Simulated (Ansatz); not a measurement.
# Random alloy of the bcc Mo-W line, x = 0.2593 (54 atoms): relaxed cell and levels of theory

After relaxation, how do forces and pressure change with k-mesh and functional?

Calculated with Ansatz 0.2.0: Kohn-Sham DFT, PBE, PAW (set soft_2), plane waves; cutoff 420 eV, k-mesh 2×2×2, fermi-dirac smearing of 0.1 eV.

**The cell**

The cell holds 54 atoms: 40 Mo and 14 W. Its edges and angles: a = 9.499 Å, b = 9.499 Å, c = 9.499 Å, α = 90.0°, β = 90.0°, γ = 90.0°. It derives from Mo and W (bcc Mo-W), repeated 3×3×3. Bcc Mo-W: 54 atoms, 14 of 54 Mo sites given to W at random, cell and internal coordinates interpolated linearly between the end members (Vegard's rule); not relaxed, displaced by a Gaussian of 0.02 Å. Lattice constants are starting values near those of PBE.

Cell and atoms were relaxed with PBE. The walk converged after 5 steps, with a largest force component of 2.7e-4 eV/Å; it began at an r.m.s. force component of 0.29 eV/Å. The edges went from 9.499, 9.499, 9.499 to 9.499, 9.499, 9.499 Å, and the volume from 15.871 to 15.871 Å³ an atom (-0.0 %).

The input of the reference single point:

```yaml
crystal:
  lattice:
    - [9.49867, 0.00014, 0.00021]
    - [0.00014, 9.49851, 6.0e-05]
    - [0.00021, 6.0e-05, 9.49892]
  atoms:
    - { symbol: Mo, position: [0.99998, 0.99999, 0.99998] }
    - { symbol: Mo, position: [0.16657, 0.16657, 0.16676] }
    - { symbol: Mo, position: [9.0e-05, 0.00011, 0.33325] }
    - { symbol: Mo, position: [0.16674, 0.16676, 0.50005] }
    [... 48 atom lines left out ...]
    - { symbol: Mo, position: [0.66675, 0.66705, 0.66682] }
    - { symbol: Mo, position: [0.83341, 0.83363, 0.83334] }
kpoints:
  mp_grid: { grid: [2, 2, 2] }
hamiltonian:
  xc: pbe
scf:
  occupations: { method: fermi_dirac, width: 0.1 }
output:
  forces: true
  stress: true
  populations: true
  dos:
    method: { smearing: { sigma: 0.08 } }
    de: 0.05
    projected: { site_lists: { Mo: [Mo], W: [W] } }
  eigenvalues: true
  write_density: true
  write_potential: true
  volumetric_format: npy
```

**Levels of theory**

Single points at the relaxed geometry:

| functional | k-mesh | pressure (GPa) | r.m.s. force component (eV/Å) | SCF cycles | time |
| --- | --- | --- | --- | --- | --- |
| PBE | 2×2×2 | 0.00 | 0.000 | 7 | 4.6 s |
| PBE | 3×3×3 | -0.02 | 0.008 | 6 | 7.3 s |
| r2SCAN | 2×2×2 | -2.97 | 0.013 | 11 | 7.2 s |
| PBEsol | 2×2×2 | -8.02 | 0.007 | 7 | 5.6 s |

Cutoffs: 420 eV for PBE and PBEsol; 500 eV for r2SCAN.

**Findings**

Every run has partly filled levels at the Fermi energy, as in a metal. Against the reference the pressure changes with r2SCAN by -3.0 GPa and PBEsol by -8.0 GPa; a negative change means that the functional would take a smaller volume. The denser mesh moves the energy by +13.9 meV/atom and the pressure by -0.02 GPa, so the reference mesh, on which the relaxation ran, isn't converged.

Limits: All single points share the geometry relaxed with PBE. One random arrangement of the atoms on their sites. Spin–orbit coupling is left out, which matters for the levels of the heavy elements.

[Long decimals in the printed logs are rounded to 6 places.]

[Logs are printed without paths, hosts, clocks, repeated set-up lines and the standing remarks that a program may print on its own settings, such as how far it seeks lower states.]

[Hosts, paths, dates, database ids (printed as entryN), source tags and the programs' standing remarks are cut or masked in the printed files.]

[Runs of further levels or settings that didn't converge aren't in the tables.]
